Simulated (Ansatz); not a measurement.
**Resistivity from frozen vibrations: Mg(0001) with 2 thermally displaced layers, 2x2**

Aim: the resistivity of Mg at 300 K from frozen thermal displacements between perfect leads. The measured value for the pure metal at this temperature is 4.51 µΩ cm (CRC Handbook of Chemistry and Physics, 84th ed., 2003, Electrical Resistivity of Pure Metals).

Calculated with Ansatz 0.2.0; Ansatz plane-wave DFT, PBE, PAW files; ballistic transport by layer matching (Landauer), zero bias; PAW set soft_1.

This is a report of a sequence of runs, with most program output left out.

**1. Starting point**

The cell holds 48 atoms: 48 Mg. Its edges and angles: a = 6.419 Å, b = 6.419 Å, c = 31.262 Å, α = 90.0°, β = 90.0°, γ = 120.0°. It derives from Mg. Regions: lead, 40 atoms (40 Mg); scattering region, 8 atoms (8 Mg). The structure is stacked along c, and the current runs across the ab planes.

**2. With 2 displaced layers**

Each atom of 2 layers is moved at random, by amounts drawn from a normal law 0.1085 Å wide in each direction from the Debye model (400 K) at 300 K. The layers about the cell's end stay perfect and serve as the lead. Disorder leaves little or no symmetry, which makes such runs dear. Energies from -0.05 to 0.05 eV in steps of 0.05 eV are too few for the program's thermal sum, so it prints no conductance; for a metal the transmission near the Fermi level serves, at a fraction of the cost.

input.yaml reads:

```yaml
crystal:
  lattice:
    - [6.41854, 0.0, 0.0]
    - [-3.20927, 5.5586186952, 0.0]
    - [0.0, 0.0, 31.26198]
  atoms:
    - { symbol: Mg, position: [0.1666666667, 0.3333333333, 0.0416666667] }
    - { symbol: Mg, position: [0.1666666667, 0.8333333333, 0.0416666667] }
    - { symbol: Mg, position: [0.6666666667, 0.3333333333, 0.0416666667] }
    - { symbol: Mg, position: [0.6666666667, 0.8333333333, 0.0416666667] }
    - { symbol: Mg, position: [0.3333333333, 0.1666666667, 0.125] }
    - { symbol: Mg, position: [0.3333333333, 0.6666666667, 0.125] }
    - { symbol: Mg, position: [0.8333333333, 0.1666666667, 0.125] }
    - { symbol: Mg, position: [0.8333333333, 0.6666666667, 0.125] }
[... 36 atom lines left out ...]
    - { symbol: Mg, position: [0.3333333333, 0.1666666667, 0.9583333333] }
    - { symbol: Mg, position: [0.3333333333, 0.6666666667, 0.9583333333] }
    - { symbol: Mg, position: [0.8333333333, 0.1666666667, 0.9583333333] }
    - { symbol: Mg, position: [0.8333333333, 0.6666666667, 0.9583333333] }
kpoints:
  mp_grid: { grid: [4, 4, 1] }
hamiltonian:
  xc: pbe
  pseudopotentials: { kind: paw, azcp: { folder: soft_1 } }
scf:
  occupations: { method: fermi_dirac, width: 0.1 }
output:
  transmission: { leads: [[0, 8]], kmesh: [8, 8], e_range: [-0.05, 0.05], de: 0.05 }
  write_potential: true
  write_density: true
  volumetric_format: npy
```

The run is started by

```
$ ansatz run input.yaml --threads 4 --pin off --max-ram 15360MiB --backend cpu --events-out ev --progress --plain --runs-dir out
```

Wall time 12 min (4 threads of Arm Neoverse V1, shared host); peak memory 6 GiB.

This step gave:

| Quantity | Value |
| --- | --- |
| free energy | -92343.1817 eV |
| energy at zero smearing | -92342.9463 eV |
| Fermi energy | 5.547 eV |
| cell area | 35.68 Å² |
| transmission per spin nearest the Fermi level | 3.689 |
| open channels per spin nearest the Fermi level | 3.766 |
| step of the lead's potential | 7.1 meV |

Per spin. Transmission, zone mean against energy, zero at the Fermi level:

```csv
energy (eV),"transmission, zone mean"
-0.0500,3.69
0.0000,3.69
0.0500,3.57
```

Per spin. Open channels, zone mean, lead against energy, zero at the Fermi level:

```csv
energy (eV),"open channels, zone mean, lead"
-0.0500,3.77
0.0000,3.77
0.0500,3.67
```

Transmission over k1 and k2. At 0.0000 eV from the Fermi level.

Values, 8 rows by 8 columns:
```
3.85 3.95 3.00 3.00 3.93 3.79 3.81 3.85
3.00 3.00 2.00 2.97 1.99 3.00 2.99 3.84
3.87 3.00 2.96 6.82 6.82 2.96 3.00 3.81
3.98 3.96 2.00 6.82 6.88 6.82 2.00 3.96
3.87 3.81 3.00 2.96 6.82 6.82 2.96 3.00
3.00 3.84 2.99 3.00 1.99 2.97 2.00 3.00
3.85 3.85 3.81 3.79 3.93 3.00 3.00 3.95
3.98 3.85 3.00 3.83 3.97 3.83 3.00 3.85
```
Columns: k1 (b1) from -0.5 to 0.375; rows upwards: k2 (b2) from -0.5 to 0.375.

Open channels over k1 and k2. At 0.0000 eV from the Fermi level.

Ten even steps from '0' (2.00) to '9' (7.00):
```
44224444
22020224
42299224
44099904
44229922
24220202
44444224
44244424
```
Columns: k1 (b1) from -0.5 to 0.375; rows upwards: k2 (b2) from -0.5 to 0.375.

Over the solved energies the transmission per spin lies between 3.57 and 3.69, out of 3.73 channels of the lead on average (up to 3.77).

**3. With 6 displaced layers**

Each atom of 6 layers is moved at random, by amounts drawn from a normal law 0.1085 Å wide in each direction from the Debye model (400 K) at 300 K. A fresh draw is used; the growth of the resistance with length is what counts.

System of this step: Mg(0001) with 6 thermally displaced layers, 2x2. The cell holds 64 atoms: 64 Mg. Cell: a = 6.419 Å, b = 6.419 Å, c = 41.683 Å, α = 90.0°, β = 90.0°, γ = 120.0°. It derives from Mg. Regions: lead, 40 atoms (40 Mg); scattering region, 24 atoms (24 Mg). The structure is stacked along c, and the current runs across the ab planes.

input.yaml reads:

```yaml
crystal:
  lattice:
    - [6.41854, 0.0, 0.0]
    - [-3.20927, 5.5586186952, 0.0]
    - [0.0, 0.0, 41.68264]
  atoms:
    - { symbol: Mg, position: [0.1666666667, 0.3333333333, 0.03125] }
    - { symbol: Mg, position: [0.1666666667, 0.8333333333, 0.03125] }
    - { symbol: Mg, position: [0.6666666667, 0.3333333333, 0.03125] }
    - { symbol: Mg, position: [0.6666666667, 0.8333333333, 0.03125] }
    - { symbol: Mg, position: [0.3333333333, 0.1666666667, 0.09375] }
    - { symbol: Mg, position: [0.3333333333, 0.6666666667, 0.09375] }
    - { symbol: Mg, position: [0.8333333333, 0.1666666667, 0.09375] }
    - { symbol: Mg, position: [0.8333333333, 0.6666666667, 0.09375] }
[... 52 atom lines left out ...]
    - { symbol: Mg, position: [0.3333333333, 0.1666666667, 0.96875] }
    - { symbol: Mg, position: [0.3333333333, 0.6666666667, 0.96875] }
    - { symbol: Mg, position: [0.8333333333, 0.1666666667, 0.96875] }
    - { symbol: Mg, position: [0.8333333333, 0.6666666667, 0.96875] }
kpoints:
  mp_grid: { grid: [4, 4, 1] }
hamiltonian:
  xc: pbe
  pseudopotentials: { kind: paw, azcp: { folder: soft_1 } }
scf:
  occupations: { method: fermi_dirac, width: 0.1 }
output:
  transmission: { leads: [[0, 8]], kmesh: [8, 8], e_range: [-0.05, 0.05], de: 0.05 }
  write_potential: true
  write_density: true
  volumetric_format: npy
```

Run time: 16 min. Hardware: 4 threads; peak memory 9.6 GiB.

This step gave:

- free energy: -123123.2670 eV
- energy at zero smearing: -123122.9408 eV
- Fermi energy: 5.512 eV
- transmission per spin nearest the Fermi level: 3.532
- step of the lead's potential: 2.7 meV

Per spin. The transmission, zone mean by energy, zero at the Fermi level:

```csv
energy (eV),"transmission, zone mean"
-0.0500,3.49
0.0000,3.53
0.0500,3.51
```

Over the solved energies the transmission per spin lies between 3.49 and 3.53, out of 3.77 channels of the lead on average (up to 3.77).

**4. With 10 displaced layers**

Each atom of 10 layers is moved at random, by amounts drawn from a normal law 0.1085 Å wide in each direction from the Debye model (400 K) at 300 K. A fresh draw is used; the growth of the resistance with length is what counts.

System of this step: Mg(0001) with 10 thermally displaced layers, 2x2. The cell holds 80 atoms: 80 Mg. Cell: a = 6.419 Å, b = 6.419 Å, c = 52.103 Å, α = 90.0°, β = 90.0°, γ = 120.0°. It derives from Mg. Regions: lead, 40 atoms (40 Mg); scattering region, 40 atoms (40 Mg). The structure is stacked along c, and the current runs across the ab planes.

input.yaml reads:

```yaml
crystal:
  lattice:
    - [6.41854, 0.0, 0.0]
    - [-3.20927, 5.5586186952, 0.0]
    - [0.0, 0.0, 52.1033]
  atoms:
    - { symbol: Mg, position: [0.1666666667, 0.3333333333, 0.025] }
    - { symbol: Mg, position: [0.1666666667, 0.8333333333, 0.025] }
    - { symbol: Mg, position: [0.6666666667, 0.3333333333, 0.025] }
    - { symbol: Mg, position: [0.6666666667, 0.8333333333, 0.025] }
    - { symbol: Mg, position: [0.3333333333, 0.1666666667, 0.075] }
    - { symbol: Mg, position: [0.3333333333, 0.6666666667, 0.075] }
    - { symbol: Mg, position: [0.8333333333, 0.1666666667, 0.075] }
    - { symbol: Mg, position: [0.8333333333, 0.6666666667, 0.075] }
[... 68 atom lines left out ...]
    - { symbol: Mg, position: [0.3333333333, 0.1666666667, 0.975] }
    - { symbol: Mg, position: [0.3333333333, 0.6666666667, 0.975] }
    - { symbol: Mg, position: [0.8333333333, 0.1666666667, 0.975] }
    - { symbol: Mg, position: [0.8333333333, 0.6666666667, 0.975] }
kpoints:
  mp_grid: { grid: [4, 4, 1] }
hamiltonian:
  xc: pbe
  pseudopotentials: { kind: paw, azcp: { folder: soft_1 } }
scf:
  occupations: { method: fermi_dirac, width: 0.1 }
output:
  transmission: { leads: [[0, 8]], kmesh: [8, 8], e_range: [-0.05, 0.05], de: 0.05 }
  write_potential: true
  write_density: true
  volumetric_format: npy
```

Run time: 24 min. Hardware: 4 threads; peak memory 9.8 GiB.

Numbers from this step:

```yaml
free_energy: -153903.6850 eV
energy_at_zero_smearing: -153903.2419 eV
fermi_energy: 5.485 eV
transmission_per_spin_nearest_the_fermi_level: 3.316
step_of_the_lead_s_potential: 6.3 meV
```

Per spin. Transmission, zone mean against energy, zero at the Fermi level:

```csv
energy (eV),"transmission, zone mean"
-0.0500,3.16
0.0000,3.32
0.0500,3.27
```

Over the solved energies the transmission per spin lies between 3.16 and 3.32, out of 3.70 channels of the lead on average (up to 3.77).

**5. Resistance against length**

This step: Ansatz plane-wave DFT, PBE, PAW files; ballistic transport by layer matching (Landauer), zero bias; resistivity from the slope of the area resistance; PAW set soft_1 (Ansatz 0.2.0).

Numbers from this step:

| Property | Result |
| --- | --- |
| resistivity | 6.943 µΩ cm |
| intercept | -0.01185 fΩ m² |
| scatter about the fit | 0.005432 fΩ m² |

Resistance, by row:

```csv
run,length (Å),T,channels N,RA (fΩ m²)
n2,5.21,3.651,3.734,0.02817
n6,15.63,3.51,3.766,0.089
n10,26.05,3.251,3.703,0.1729
```

Area resistance against length of the displaced region:

```csv
length of the displaced region (Å),area resistance (fΩ m²)
5.21,0.0282
15.63,0.0890
26.05,0.173
```

The area resistance goes from 0.028 to 0.17 fΩ m² between 5.2 and 26.1 Å, a slope of 6.9 µΩ cm.

By hand from the end points: (0.1729 − 0.02817) fΩ m² / (26.05 − 5.21) Å = 6.9 µΩ cm, since 1 fΩ m² per Å is 1000 µΩ cm.

**6. Outcome**

```yaml
resistivity_from_the_slope: 6.94 µΩ cm
area_resistance_over_5p21_a: 0.0282 fΩ m²
area_resistance_over_15p6_a: 0.0890 fΩ m²
area_resistance_over_26p1_a: 0.173 fΩ m²
```

**Reading.** The slope gives 6.9 µΩ cm. The points scatter by 0.0054 fΩ m² about the line, with one random draw a length in a 2x2 cell, so the slope is a rough value. The mean square of the displacements drawn is 0.69, 0.93 and 0.79 of the nominal one at the three lengths; with each resistance scaled back by that, the slope is 8.5 µΩ cm, the value used below. The lead's own channel count moves between the runs (3.73, 3.77 and 3.70), which shifts RA and the slope too. The current runs along the hexagonal axis, while the measured value below is not for that direction. Read with a model of isotropic scattering on a spherical Fermi surface and the lead's 0.81×10¹⁵ S/m², this slope means a mean free path near 126 Å; over these lengths the model's slope is 1.16 times its bulk resistivity, which would be 7.3 µΩ cm. Uncorrelated displacements put too much weight on short waves, which scatter strongly; with the sideways repeat of a small cell, one draw and three short lengths, the method is good to a factor of two or three. The measured value is 4.51 µΩ cm (CRC Handbook of Chemistry and Physics, 84th ed., 2003, Electrical Resistivity of Pure Metals); the scaled slope is 1.9 times that and the corrected value 1.6: clearly high.

[Logs are printed without paths, hosts, clocks, repeated set-up lines and the standing remarks that a program may print on its own settings, such as how far it seeks lower states.]

[Hosts, paths, dates, database ids (printed as entryN), source tags and the programs' standing remarks are cut or masked in the printed files.]
